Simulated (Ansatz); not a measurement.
# Phonons of TaN (P6/mmm) against volume

Aim: how do the optical modes of TaN (P6/mmm) move with volume?

Program: Ansatz 0.2.0. Level of theory: DFT PBEsol, scalar-relativistic, plane waves, PAW; PAW set soft_1. Results are calculated unless marked as measured.

**1. The structure**

Symmetry: P6/mmm, No. 191, hexagonal system. Conventional cell: a = 5.191 Å, b = 5.191 Å, c = 2.908 Å, α = 90.00°, β = 90.00°, γ = 120.00°. N has 6 Ta at 2.09 to 2.60 Å nearest. Nearest to Ta lie 6 N at 2.60 Å. Ta has 6 N at 2.09 Å nearest. Farther neighbours and most contacts between anions are not listed.

**2. Bringing the structure to rest**

Harmonic phonons are second derivatives at a point where the forces vanish, and they are wanted at zero stress, so atoms and cell are relaxed first.

File input.yaml:

```yaml
crystal:
  lattice:
    - [5.191, 0.0, 0.0]
    - [-2.5955, 4.495537871, 0.0]
    - [0.0, 0.0, 2.908]
  atoms:
    - { symbol: "N", position: [0.5, 0.0, 0.0] }
    - { symbol: "N", position: [0.5, 0.5, 0.0] }
    - { symbol: "N", position: [0.0, 0.5, 0.0] }
    - { symbol: Ta, position: [0.0, 0.0, 0.0] }
    - { symbol: Ta, position: [0.33333333, 0.66666667, 0.5] }
    - { symbol: Ta, position: [0.66666667, 0.33333333, 0.5] }
kpoints:
  mp_grid: { grid: [9, 9, 12] }
hamiltonian:
  xc: pbesol
  pseudopotentials: { kind: paw, azcp: { folder: soft_1 }, xc_functional: pbe }
scf:
  occupations: { method: gaussian, width: 0.1 }
output:
  forces: true
  stress: true
  eigenvalues: true
relax:
  adjacent_minimum: "off"
  f_tol: 0.005
  max_steps: 80
  cell: { stress_tol: 0.05 }
```

Launch:

```bash
$ ansatz run input.yaml --threads 8 --pin off --max-ram 16384MiB --backend cpu --events-out ev --progress --plain --runs-dir out
```

Numbers of over 12 decimals in the logs are rounded to 6 here.

The program printed:

```text
Engine: ansatz 0.2.0, aarch64-unknown-linux-gnu
Pseudopotentials: kind: paw
Pseudopotential: N, paw, valence charge 5, recommended cutoff 420 eV (normal), soft_1/N.paw.azcp
Pseudopotential: Ta, paw, valence charge 13, recommended cutoff 420 eV (normal), soft_1/Ta.paw.azcp
Functional definition: PBEsol
  exchange = pbesol_x
  correlation = pbesol_c
Crystal: 6 atoms, lattice volume = 67.862 Å³
Basis set: ecut = 420 eV, 1287 PW (Γ), exchange–correlation on 72×72×40 points (8 copies of the dense FFT grid, shifted against one another)
Bands: 33, of which v1, the nominal top of the filled ones, is band 27 counted from 1 (26 counted from 0)
Symmetry: 24 space group operations
Space group: P6/mmm (ITA 191), of the structure as read, at distance tolerance 4.1e-5 Å
k-points: 84 of 972
Non-local potential: N, projectors of the file, l = 0: 2, l = 1: 2, l = 2: 1
Non-local potential: Ta, projectors of the file, l = 0: 3, l = 1: 2, l = 2: 2, l = 3: 1
PAW form: soft (Blöchl's): semilocal exchange-correlation on the pseudo side does not see the compensation charge
PAW frozen core: N, regenerated for the run's functional, and the local potential with it (the file was generated under x = pbe(κ = 0.804, μ = 0.219515), c = pbe(β = 0.066725))
PAW frozen core: Ta, regenerated for the run's functional, and the local potential with it (the file was generated under x = pbe(κ = 0.804, μ = 0.219515), c = pbe(β = 0.066725))
PAW one-centre angular grid: N, 110 points (default); XC on 64 Gauss nodes
PAW one-centre angular grid: Ta, 590 points (default); XC on 64 Gauss nodes
Initial density: superposition of atomic densities (chi_scale 0.1, normalization cell, long waves kept (reshape's long-wave potential 0.02 eV rms))
Initial wavefunctions: pseudopotential atomic-orbital guess
Functional: x = pbesol(κ = 0.804, μ = 0.123457), c = pbesol(β = 0.046)
SCF iter   1: F=—  HF=-30564.051501 eV  |F-HF|=—  |Δ(HF+E_count)|=         —  Δρ=7.22e-2  dr2=4.20e0  ethr=3.10e-3  ⟨swp⟩=4.8  Hψ=10997  notcnv=0
preconditioner: auto → Kerker (q_TF=auto, 2.626 Å⁻¹)  [metal: Δε(μ)=0.027 eV  Ē_g=9.590 eV  σ=0.100 eV  W_gap=0.15  n_scr=26 (ndim 8)  ℏωp=24.7 eV  f_vac=0.000  D(μ)=1.12/eV (n_scr^D=6)]
SCF iter   2: F=—  HF=-30563.232829 eV  |F-HF|=—  |Δ(HF+E_count)|=   8.19e-1  Δρ=3.55e-2  dr2=8.25e-1  ethr=3.10e-3  ⟨swp⟩=2.0  Hψ=4874  notcnv=0  defer=111
SCF iter   3: F=—  HF=-30563.061990 eV  |F-HF|=—  |Δ(HF+E_count)|=   1.71e-1  Δρ=1.19e-2  dr2=9.37e-2  ethr=1.53e-3  ⟨swp⟩=2.0  Hψ=3349  notcnv=0  defer=111
SCF iter   4: F=—  HF=-30563.035843 eV  |F-HF|=—  |Δ(HF+E_count)|=   2.61e-2  Δρ=2.69e-3  dr2=7.87e-3  ethr=1.74e-4  ⟨swp⟩=2.1  Hψ=4071  notcnv=0  defer=112
SCF iter   5: F=—  HF=-30563.033853 eV  |F-HF|=—  |Δ(HF+E_count)|=   1.99e-3  Δρ=9.78e-4  dr2=5.39e-4  ethr=1.46e-5  ⟨swp⟩=2.0  Hψ=3011  notcnv=0  defer=112
SCF iter   6: F=—  HF=-30563.033693 eV  |F-HF|=—  |Δ(HF+E_count)|=   1.60e-4  Δρ=1.51e-4  dr2=2.07e-5  ethr=9.99e-7  ⟨swp⟩=2.2  Hψ=3788  notcnv=0  defer=112
SCF iter   7: F=—  HF=-30563.033691 eV  |F-HF|=—  |Δ(HF+E_count)|=   2.42e-6  Δρ=3.73e-5  dr2=8.83e-7  ethr=3.84e-8  ⟨swp⟩=2.0  Hψ=3904  notcnv=0  defer=112
SCF iter   8: F=-30563.033691 eV  HF=-30563.033691 eV  |F-HF|=8.60e-9  |Δ(HF+E_count)|=   1.79e-7  Δρ=4.89e-6  dr2=1.68e-8  ethr=1.85e-10  ⟨swp⟩=10.5  Hψ=12373  notcnv=0
SCF 1 converged in 8 iterations: F = -30563.033691 eV  dr2 = 1.68e-8
  greatest PAW one-centre occupation: 0.999 electrons in one spin orbital (limit 2), on the Ta atom at site 5 (counted from 0), in its partial waves of l = 0
relax step   1: F+E_penalty+E_count = -30563.03369080 eV  Δ(F+E_penalty+E_count) = +0.000e0 eV  max|allowed force component| = 5.551e-17 eV/Å  Δτ_max = 0.0000 Å  P = +0.736 GPa  Ω = 67.862 Å³  (8 SCF iters, dr2 threshold 1.00e-7 eV, accepted)
Crystal: 6 atoms, lattice volume = 68.273 Å³
Basis set: ecut = 420 eV, 1299 PW (Γ), exchange–correlation on 72×72×40 points (8 copies of the dense FFT grid, shifted against one another)
Initial density: handed on by an earlier stage of this run
Initial wavefunctions: those handed on with the density
iter 1 solved again at ethr=2.49e-6 eV; its pass at ethr=3.10e-3 eV (dr2=1.34e-3 eV) is discarded
SCF iter   1: F=—  HF=-30563.033241 eV  |F-HF|=—  |Δ(HF+E_count)|=         —  Δρ=1.18e-3  dr2=1.35e-3  ethr=2.49e-6  ⟨swp⟩=2.6  Hψ=15082  notcnv=0
preconditioner: auto → Resta (q_TF=auto, 2.624 Å⁻¹)  ε∞=8.0  [insulator: Δε(μ)=0.123 eV  Ē_g=9.289 eV  σ=0.100 eV  W_gap=0.53  n_scr=26 (ndim 8)  ℏωp=24.6 eV  f_vac=0.000  D(μ)=0.31/eV (n_scr^D=0)  ε∞_Penn≈8.0]
SCF iter   2: F=—  HF=-30563.032975 eV  |F-HF|=—  |Δ(HF+E_count)|=   2.66e-4  Δρ=4.87e-4  dr2=1.33e-4  ethr=2.49e-6  ⟨swp⟩=2.0  Hψ=3658  notcnv=0
SCF iter   3: F=—  HF=-30563.032939 eV  |F-HF|=—  |Δ(HF+E_count)|=   3.55e-5  Δρ=2.47e-4  dr2=3.84e-5  ethr=2.46e-7  ⟨swp⟩=2.2  Hψ=3493  notcnv=0
SCF iter   4: F=—  HF=-30563.032925 eV  |F-HF|=—  |Δ(HF+E_count)|=   1.39e-5  Δρ=5.33e-5  dr2=1.90e-6  ethr=7.11e-8  ⟨swp⟩=2.0  Hψ=4070  notcnv=0
SCF iter   5: F=-30563.032925 eV  HF=-30563.032925 eV  |F-HF|=3.42e-8  |Δ(HF+E_count)|=   4.34e-7  Δρ=1.58e-5  dr2=9.23e-8  ethr=1.11e-9  ⟨swp⟩=5.8  Hψ=11118  notcnv=0
SCF 2 converged in 5 iterations: F = -30563.032925 eV  dr2 = 9.23e-8
relax step   2: F+E_penalty+E_count = -30563.03292477 eV  Δ(F+E_penalty+E_count) = +7.660e-4 eV  max|allowed force component| = 1.002e-16 eV/Å  Δτ_max = 0.0000 Å  P = -0.463 GPa  Ω = 68.273 Å³  energy of the carried Pulay correction = -7.030e-4 eV  (5 SCF iters, dr2 threshold 6.00e-7 eV, rejected (line search))
Crystal: 6 atoms, lattice volume = 68.074 Å³
iter 1 solved again at ethr=6.12e-7 eV; its pass at ethr=3.10e-3 eV (dr2=3.30e-4 eV) is discarded
SCF iter   1: F=—  HF=-30563.034906 eV  |F-HF|=—  |Δ(HF+E_count)|=         —  Δρ=6.09e-4  dr2=3.52e-4  ethr=6.12e-7  ⟨swp⟩=3.0  Hψ=14499  notcnv=0
preconditioner: auto → Resta (q_TF=auto, 2.625 Å⁻¹)  ε∞=8.0  [insulator: Δε(μ)=0.128 eV  Ē_g=9.305 eV  σ=0.100 eV  W_gap=0.57  n_scr=26 (ndim 8)  ℏωp=24.7 eV  f_vac=0.000  D(μ)=0.35/eV (n_scr^D=0)  ε∞_Penn≈8.0]
SCF iter   2: F=—  HF=-30563.034834 eV  |F-HF|=—  |Δ(HF+E_count)|=   7.18e-5  Δρ=2.65e-4  dr2=3.96e-5  ethr=6.12e-7  ⟨swp⟩=2.1  Hψ=3650  notcnv=0
SCF iter   3: F=—  HF=-30563.034826 eV  |F-HF|=—  |Δ(HF+E_count)|=   7.84e-6  Δρ=1.28e-4  dr2=1.07e-5  ethr=7.33e-8  ⟨swp⟩=2.2  Hψ=3526  notcnv=0
SCF iter   4: F=—  HF=-30563.034824 eV  |F-HF|=—  |Δ(HF+E_count)|=   2.06e-6  Δρ=2.90e-5  dr2=5.62e-7  ethr=1.98e-8  ⟨swp⟩=2.0  Hψ=4046  notcnv=0
SCF iter   5: F=—  HF=-30563.034824 eV  |F-HF|=—  |Δ(HF+E_count)|=   3.68e-7  Δρ=8.94e-6  dr2=2.76e-8  ethr=1.04e-9  ⟨swp⟩=2.0  Hψ=4002  notcnv=0
SCF iter   6: F=—  HF=-30563.034824 eV  |F-HF|=—  |Δ(HF+E_count)|=   4.24e-9  Δρ=2.02e-6  dr2=2.36e-9  ethr=5.10e-11  ⟨swp⟩=2.0  Hψ=3999  notcnv=0
SCF iter   7: F=-30563.034824 eV  HF=-30563.034824 eV  |F-HF|=1.46e-11  |Δ(HF+E_count)|=  4.73e-10  Δρ=1.66e-7  dr2=9.61e-12  ethr=1.00e-12  ⟨swp⟩=3.4  Hψ=11384  notcnv=0
SCF 3 converged in 7 iterations: F = -30563.034824 eV  dr2 = 9.61e-12
relax step   3: F+E_penalty+E_count = -30563.03482385 eV  Δ(F+E_penalty+E_count) = -1.133e-3 eV  max|allowed force component| = 5.551e-17 eV/Å  Δτ_max = 0.0000 Å  P = +0.068 GPa  Ω = 68.074 Å³  energy of the carried Pulay correction = -3.616e-4 eV  (7 SCF iters, accepted)
[...]
relax step   4: F+E_penalty+E_count = -30563.03480335 eV  Δ(F+E_penalty+E_count) = +2.050e-5 eV  max|allowed force component| = 6.322e-17 eV/Å  Δτ_max = 0.0000 Å  P = +0.012 GPa  Ω = 68.088 Å³  energy of the carried Pulay correction = -3.863e-4 eV  (3 SCF iters, dr2 threshold 1.61e-8 eV, accepted)
Initial wavefunctions: pseudopotential atomic-orbital guess (no wavefunctions were taken with the density)
iter 1 solved again at ethr=5.94e-8 eV; its pass at ethr=3.10e-3 eV (dr2=3.21e-5 eV) is discarded
SCF iter   1: F=—  HF=-30563.035149 eV  |F-HF|=—  |Δ(HF+E_count)|=         —  Δρ=3.83e-5  dr2=5.29e-8  ethr=5.94e-8  ⟨swp⟩=3.1  Hψ=19240  notcnv=0
SCF iter   2: F=—  HF=-30563.035153 eV  |F-HF|=—  |Δ(HF+E_count)|=   4.42e-6  Δρ=1.96e-5  dr2=1.57e-8  ethr=9.80e-11  ⟨swp⟩=2.1  Hψ=4384  notcnv=0
SCF iter   3: F=—  HF=-30563.035153 eV  |F-HF|=—  |Δ(HF+E_count)|=   1.21e-7  Δρ=2.55e-6  dr2=2.76e-9  ethr=2.90e-11  ⟨swp⟩=2.0  Hψ=3687  notcnv=0
SCF iter   4: F=-30563.035153 eV  HF=-30563.035153 eV  |F-HF|=5.09e-11  |Δ(HF+E_count)|=  1.09e-10  Δρ=4.78e-7  dr2=3.94e-11  ethr=1.00e-12  ⟨swp⟩=4.0  Hψ=12104  notcnv=0
SCF 5 converged in 4 iterations: F = -30563.035153 eV  dr2 = 3.94e-11
relax step   5: F+E_penalty+E_count = -30563.03515311 eV  Δ(F+E_penalty+E_count) = -3.498e-4 eV  max|allowed force component| = 9.252e-17 eV/Å  Δτ_max = 0.0000 Å  P = +0.022 GPa  Ω = 68.088 Å³  stress off target by 2.26e-2 GPa  SCF on the basis re-selected at this cell (its energy is not comparable with the rows above)  (4 SCF iters)
basis re-selected at this cell: Δ(F+E_penalty+E_count) = -3.498e-4 eV, ΔP = +0.010 GPa vs the last step (what re-selecting the basis moved, of the pressure what is left beyond the Pulay correction that the steps carried, after the strain that the cell walked since its last selection, with what the two solves' SCF thresholds leave and, on support functions, any second-order correction that the steps lacked; it is no m [...]
SCF converged after 4 iterations
Free energy (F): -30563.035153 eV
Harris-Foulkes:  -30563.035153 eV  (|F-HF|=5.09e-11)
Internal energy: -30563.033407 eV  (E = F + TS)
E sigma→0 (E₀):  -30563.034280 eV
Entropy (-TS):   -0.001746 eV (-0.291 meV/atom)
Fermi energy:    19.318102 eV
--- Per-component energies (eV) ---
  E_band       = -231.413157
  E_kinetic    = 1567.825434
  E_local      = -2039.743259  (includes V_loc(G=0)·N_el)
  E_nonlocal   = 80.762436
  E_hartree    = 731.800400
  E_xc         = -1134.844057
  E_vxc        = -927.735711  (∫ρ·V_xc dr)
  E_paw        = -24914.132155  (= ΣΔE_a)
  E_vpaw       = -376.125889  (= ΣTr[D̂ρ^β])
  E_aug_tail   = 0.003011  (compensation charges beyond the density's cutoff)
  E_ewald      = -4855.430651
  E_core_change = 0.725435  (= ΣΔE_core)
  E_smearing   = -0.001746  (= −TS)
  E_closure    = -0.000000  (closes the sum)
  Σ components = -30563.035153   (vs F -30563.035153, Δ=0.00e0)
--- Forces (eV/Å), atoms counted from 1 ---
  atom   1  N      0.00000000     0.00000000     0.00000000
  atom   2  N      0.00000000     0.00000000     0.00000000
  atom   3  N      0.00000000    -0.00000000     0.00000000
  atom   4  Ta     0.00000000     0.00000000     0.00000000
  atom   5  Ta    -0.00000000    -0.00000000     0.00000000
  atom   6  Ta     0.00000000     0.00000000     0.00000000
  max |Σ_I F_I| component: 9.25e-18 eV/Å
--- Stress (GPa, compression-positive) ---
        0.022586       0.000000       0.000000
        0.000000       0.022586       0.000000
        0.000000       0.000000       0.020235
  P = ⅓ Tr σ = 0.0218 GPa (0.218 kbar)
--- Band table (eV; the first three rows and the last of 84) ---
  k-point 0: bands = [... 23 lower, 16.2343, 16.7555, 17.1655, 18.0066, 18.0066, 20.1259, 20.1259, 20.4230, ... 2 higher]
  k-point 1: bands = [... 23 lower, 16.0619, 16.7917, 17.4791, 18.1666, 18.1666, 20.2334, 20.2334, 20.5025, ... 2 higher]
  k-point 2: bands = [... 23 lower, 16.3296, 16.8925, 18.3138, 18.5721, 18.5721, 19.5886, 19.5886, 20.7278, ... 2 higher]
  k-point 83: bands = [... 23 lower, 15.5984, 16.8233, 16.8233, 17.4839, 21.8660, 21.8660, 21.9468, 21.9468, ... 2 higher]
--- Relaxed structure (4 steps of the walk, 3 accepted, 1 SCFs on fresh bases) ---
  F+E_penalty+E_count = -30563.03515311 eV   max|allowed force component| = 9.252e-17 eV/Å   (the final SCF, on the basis selected at the relaxed cell)
  cell:  # Å, volume = 68.0883 Å³
    - [5.204325, 0.0, 0.0]
    - [-2.602162, 4.507077, 0.0]
    - [0.0, 0.0, 2.902775]
  atoms:
    - { symbol: N, position: [0.5, 0, 0.0] }
    - { symbol: N, position: [0.5, 0.5, 0.0] }
    - { symbol: N, position: [0.0, 0.5, 0.0] }
    - { symbol: Ta, position: [0, 0, 0.0] }
    - { symbol: Ta, position: [0.333333, 0.666667, 0.5] }
    - { symbol: Ta, position: [0.666667, 0.333333, 0.5] }
```

Wall time 13 s (8 threads of Arm Neoverse N1, shared host); peak memory 0.54 GiB.

Step by step:

| step | energy less that of the first step (eV) | largest force component (eV/Å) | pressure (GPa) | volume (Å³) |
| --- | --- | --- | --- | --- |
| 1 | 0.0000 | 0.0000 | 0.74 | 67.86 |
| 2 | 0.0008 | 0.0000 | -0.46 | 68.27 |
| 3 | -0.0011 | 0.0000 | 0.07 | 68.07 |
| 4 | -0.0011 | 0.0000 | 0.01 | 68.09 |
| 5* | -0.0015 | 0.0000 | 0.02 | 68.09 |

Relaxation steps marked * repeat the geometry before them on a plane-wave basis chosen anew for their cell, so energy and pressure can jump there. Relaxation step 2 was tried and not accepted.

Forces are held to the 24 operations that the run works with; a distortion that breaks them can't arise in this run.

| conventional cell, symmetrised | before | after | change |
| --- | --- | --- | --- |
| a (Å) | 5.191 | 5.204 | +0.3 % |
| b (Å) | 5.191 | 5.204 | +0.3 % |
| c (Å) | 2.908 | 2.903 | -0.2 % |
| volume (Å³/atom) | 11.31 | 11.35 | +0.3 % |

Final coordinates:

```
N Ta
1.0
     5.20432    0.00000    0.00000
    -2.60216    4.50708    0.00000
     0.00000    0.00000    2.90278
N Ta
3 3
Direct
  0.50000 0.00000 0.00000
  0.50000 0.50000 0.00000
  0.00000 0.50000 0.00000
  0.00000 0.00000 0.00000
  0.33333 0.66667 0.50000
  0.66667 0.33333 0.50000
```

Numbers from this step:

```
pressure          : 0.02180 GPa
volume per atom   : 11.35 Å³
gap on the k-mesh : 0 eV
```

In this step the volume went from 11.31 to 11.35 Å³/atom.

**3. Tight relaxation**

Phonons need small forces and stress, so the relaxation is finished with tight tolerances on 9×9×12 k points.

input.yaml, the sections that differ from step 2:

```yaml
crystal:
  lattice:
    - [5.2043245937, 0.0, 0.0]
    - [-2.6021622968, 4.5070773077, 0.0]
    - [0.0, 0.0, 2.9027753317]
  atoms:
    - { symbol: "N", position: [0.5, 0.0, 0.0] }
    - { symbol: "N", position: [0.5, 0.5, 0.0] }
    - { symbol: "N", position: [0.0, 0.5, 0.0] }
    - { symbol: Ta, position: [0.0, 0.0, 0.0] }
    - { symbol: Ta, position: [0.3333333333, 0.6666666667, 0.5] }
    - { symbol: Ta, position: [0.6666666667, 0.3333333333, 0.5] }
scf:
  occupations: { method: methfessel_paxton, width: 0.2 }
relax:
  adjacent_minimum: "off"
  f_tol: 0.001
  max_steps: 60
  cell: { stress_tol: 0.01 }
# kpoints, hamiltonian, output: as in step 2
```

The program printed:

```text
[...]
Crystal: 6 atoms, lattice volume = 68.088 Å³
Basis set: ecut = 420 eV, 1287 PW (Γ), exchange–correlation on 72×72×40 points (8 copies of the dense FFT grid, shifted against one another)
Bands: 33, of which v1, the nominal top of the filled ones, is band 27 counted from 1 (26 counted from 0)
Symmetry: 24 space group operations
[...]
k-points: 84 of 972
[...]
cell:  # Å, volume = 68.0929 Å³
    - [5.204544, -2.8868590343707487e-11, 0.0]
    - [-2.602272, 4.507267, 0.0]
    - [0.0, 0.0, 2.902722]
  atoms:
    - { symbol: N, position: [0.5, 0, 0.0] }
    - { symbol: N, position: [0.5, 0.5, 0.0] }
    - { symbol: N, position: [0.0, 0.500000, 0.0] }
    - { symbol: Ta, position: [0, 0, 0.0] }
    - { symbol: Ta, position: [0.333333, 0.666667, 0.5] }
    - { symbol: Ta, position: [0.666667, 0.333333, 0.5] }
[key lines of the parts left out:]
SCF converged after 4 iterations
Free energy (F): -30563.033025 eV
Fermi energy:    19.322119 eV
P = ⅓ Tr σ = -0.0054 GPa (-0.054 kbar)
```

Run time: 8.7 s. Hardware: 8 threads; peak memory 0.54 GiB.

Little changed from the start: no atom moved by 0.005 Å and no cell edge by 0.1 %.

Numbers from this step:

| Quantity | Value |
| --- | --- |
| pressure | -0.005436 GPa |

The forces vanish by symmetry and the pressure is -0.005 GPa, within the tolerances set. The cell now holds 11.35 Å³/atom.

(Continued in part 2 of 3.)

[Logs are printed without paths, hosts, clocks, repeated set-up lines and the standing remarks that a program may print on its own settings, such as how far it seeks lower states.]

[Hosts, paths, dates, database ids (printed as entryN), source tags and the programs' standing remarks are cut or masked in the printed files.]
